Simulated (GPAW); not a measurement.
# A 2-layer slab of Mo(111) in an electric field, part 2 of 2

Aim: the dipole that a field along the normal induces in a 2-layer slab of Mo(111).

GPAW 26.7.0; GPAW, PAW setups; slab in vacuum.

So far. Step 8 (In a field): The dipole is now 0.0383 e Å, against 5.4e-6 in the run without a field.

## 9. In a field

Input file run.py:

```python
import json
import numpy as np
from ase import Atoms
from gpaw import GPAW, PW
from gpaw.external import ConstantElectricField

slab = Atoms(
    ['Mo', 'Mo'],
    positions=[
        [4.45477, 2.57196, 8.00000],
        [-0.00000, 0.00000, 8.57543]],
    cell=[[4.45477, 0.0, 0.0], [2.22739, 3.85795, 0.0], [0.0, 0.0, 16.90933]],
    pbc=[True, True, False])

slab.calc = GPAW(mode=PW(400), xc='PBE', kpts={'size': (8, 8, 1), 'gamma': True},
                 occupations={'name': 'fermi-dirac', 'width': 0.1}, nbands='140%',
                 convergence={'density': 1e-05}, maxiter=200,
                 poissonsolver={'dipolelayer': 'xy'},
                 external=ConstantElectricField(0.2, [0, 0, 1]),
                 symmetry={'tolerance': 1e-3}, txt='slab.txt')
result = {}
energy = slab.get_potential_energy()
fermi = slab.calc.get_fermi_level()
v = slab.calc.get_electrostatic_potential().mean((0, 1)) - fermi
n = slab.calc.get_pseudo_density().mean((0, 1))
L = slab.cell[2, 2]
z = np.arange(len(v)) * L / len(v)
low, high = slab.positions[:, 2].min(), slab.positions[:, 2].max()
below, above = np.interp([low - 5.8, high + 5.8], z, v)
slopes = [np.interp(x, z, np.gradient(v, z)) for x in (low - 5.8, high + 5.8)]
eps = np.array([[slab.calc.get_eigenvalues(k, s) for k in range(len(slab.calc.get_ibz_k_points()))]
                for s in range(slab.calc.get_number_of_spins())]) - fermi
top, bottom = eps[eps < 0].max(), eps[eps > 0].min()
dipole = slab.get_dipole_moment()[2]
print(f'energy {energy:.4f} eV, Fermi level {fermi:.4f} eV, dipole {dipole:.5f} e A')
print(f'potential 5.8 A off the faces, from the Fermi level: lower {below:.4f} eV, upper {above:.4f} eV')
print(f'slope of the potential there: lower {slopes[0]:.5f}, upper {slopes[1]:.5f} eV/A')
print(f'nearest levels on the mesh: {top:.4f} and {bottom:.4f} eV')
print('magnetic moment', round(slab.get_magnetic_moment(), 3))
result.update(energy=energy, fermi=fermi, dipole=dipole, below=below, above=above, slopes=slopes, edges=[top, bottom],
              z=z.tolist(), v=v.tolist(), n=n.tolist(), positions=slab.positions.tolist(),
              forces=slab.get_forces(apply_constraint=False).tolist(), moments=slab.get_magnetic_moments().tolist())
json.dump(result, open('result.json', 'w'))
```

Run with:

```console
> OMP_NUM_THREADS=1 OPENBLAS_NUM_THREADS=1 python run.py
```

The program printed:

```text
energy -15.3100 eV, Fermi level -2.3808 eV, dipole 0.07672 e A
potential 5.8 A off the faces, from the Fermi level: lower 4.7688 eV, upper 3.9611 eV
slope of the potential there: lower -0.00017, upper 0.00008 eV/A
nearest levels on the mesh: -0.1127 and 0.1246 eV
magnetic moment 0.0
```

Elapsed: 1.8 min, on 1 thread of AMD EPYC 7R43, shared host; peak memory 0.27 GiB.

Electrostatic potential energy of an electron (without an applied field's), less the Fermi level, planar mean against z:

| z (Å) | electrostatic potential energy of an electron (without an applied field's), less the Fermi level, planar mean (eV) |
| --- | --- |
| 0.0 | 4.36 |
| 0.5 | 4.77 |
| 1.0 | 4.77 |
| 1.5 | 4.77 |
| 2.0 | 4.77 |
| 2.5 | 4.77 |
| 3.0 | 4.77 |
| 3.5 | 4.77 |
| 4.0 | 4.77 |
| 4.5 | 4.76 |
| 5.0 | 4.74 |
| 5.5 | 4.67 |
| 6.0 | 4.47 |
| 6.5 | 3.85 |
| 7.0 | 1.91 |
| 7.5 | -4.32 |
| 8.0 | -14.6 |
| 8.5 | -15.6 |
| 9.0 | -6.19 |
| 9.5 | 0.867 |
| 10.0 | 3.03 |
| 10.5 | 3.68 |
| 11.0 | 3.88 |
| 11.5 | 3.94 |
| 12.0 | 3.95 |
| 12.5 | 3.96 |
| 13.0 | 3.96 |
| 13.5 | 3.96 |
| 14.0 | 3.96 |
| 14.5 | 3.96 |
| 15.0 | 3.96 |
| 15.5 | 3.96 |
| 16.0 | 3.96 |
| 16.5 | 3.97 |

The dipole is now 0.0767 e Å, against 5.4e-6 in the run without a field.

## 10. Field on

Changes to run.py since step 9:

```diff
@@ -18,3 +18,3 @@
                  poissonsolver={'dipolelayer': 'xy'},
-                 external=ConstantElectricField(0.2, [0, 0, 1]),
+                 external=ConstantElectricField(0.3, [0, 0, 1]),
                  symmetry={'tolerance': 1e-3}, txt='slab.txt')
```

The program printed:

```text
energy -15.3196 eV, Fermi level -2.3995 eV, dipole 0.11521 e A
potential 5.8 A off the faces, from the Fermi level: lower 4.9965 eV, upper 3.7835 eV
slope of the potential there: lower -0.00023, upper 0.00006 eV/A
nearest levels on the mesh: -0.1132 and 0.1251 eV
magnetic moment 0.0
```

Run time: 78 s. Hardware: 1 thread; peak memory 0.27 GiB.

The dipole is now 0.115 e Å, against 5.4e-6 in the run without a field.

## 11. The series

The members are put on one axis.

This step: induced dipole against applied field (GPAW 26.7.0).

Table of dipole along the normal by field:

| field (V/Å) | dipole along the normal (e·Å) |
| --- | --- |
| 0.000 | 5.4e-6 |
| -0.200 | -0.0768 |
| -0.100 | -0.0384 |
| -0.050 | -0.0192 |
| 0.050 | 0.0192 |
| 0.100 | 0.0383 |
| 0.200 | 0.0767 |
| 0.300 | 0.115 |

## 12. A changed run

One more run, with changed settings.

This step: GPAW, PAW setups; slab in vacuum (GPAW 26.7.0).

Changes to run.py since step 10:

```diff
@@ -4,3 +4,2 @@
 from gpaw import GPAW, PW
-from gpaw.external import ConstantElectricField
 
@@ -15,6 +14,5 @@
 slab.calc = GPAW(mode=PW(400), xc='PBE', kpts={'size': (8, 8, 1), 'gamma': True},
-                 occupations={'name': 'fermi-dirac', 'width': 0.1}, nbands='140%',
-                 convergence={'density': 1e-05}, maxiter=200,
+                 occupations={'name': 'fermi-dirac', 'width': 0.1}, nbands='80%',
+                 convergence={'density': 1e-05}, maxiter=50,
                  poissonsolver={'dipolelayer': 'xy'},
-                 external=ConstantElectricField(0.3, [0, 0, 1]),
                  symmetry={'tolerance': 1e-3}, txt='slab.txt')
```

The program printed:

```text
ValueError: Too few bands!  Electrons: 28.0, bands: 80%
```

It took 3.2 s on 1 thread; peak memory 0.1 GiB.

The program refused the input before any cycle.

The program's message: “ValueError: Too few bands! Electrons: 28.0, bands: 80%”

The change that led to it: nbands = "80 % of the filled bands".

## 13. Outcome

* work function, both faces: 4.32 eV
* dipole along the normal: 5.4e-6 e Å, near the numerical noise
* induced dipole per field: 0.384 e Å per V/Å
* out-of-plane polarisability per area, α/(ε0 A): 4.04 Å

**Reading.** The field induces 0.384 e Å per V/Å, a polarisable thickness α/(ε0 A) of 4.04 Å beside 0.575 Å between the outermost nuclei. A perfect conductor would give the distance between its two image planes; a dielectric of thickness t gives t(1 - 1/ε). The induced dipole is linear in the field over this range. The runs had no spin polarisation, so a magnetic state, which thin layers of d-metal atoms can have, wasn't tested. The slab is only 0.58 Å thick between its outer nuclei, so the values belong to this film more than to the surface of the bulk metal. The in-plane lattice was kept as typed, which isn't the functional's own and leaves some strain; spin-orbit coupling and temperature are left out.

[Logs are printed without paths, hosts, clocks, repeated set-up lines and the standing remarks that a program may print on its own settings, such as how far it seeks lower states.]

[Hosts, paths, dates, database ids (printed as entryN), source tags and the programs' standing remarks are cut or masked in the printed files.]
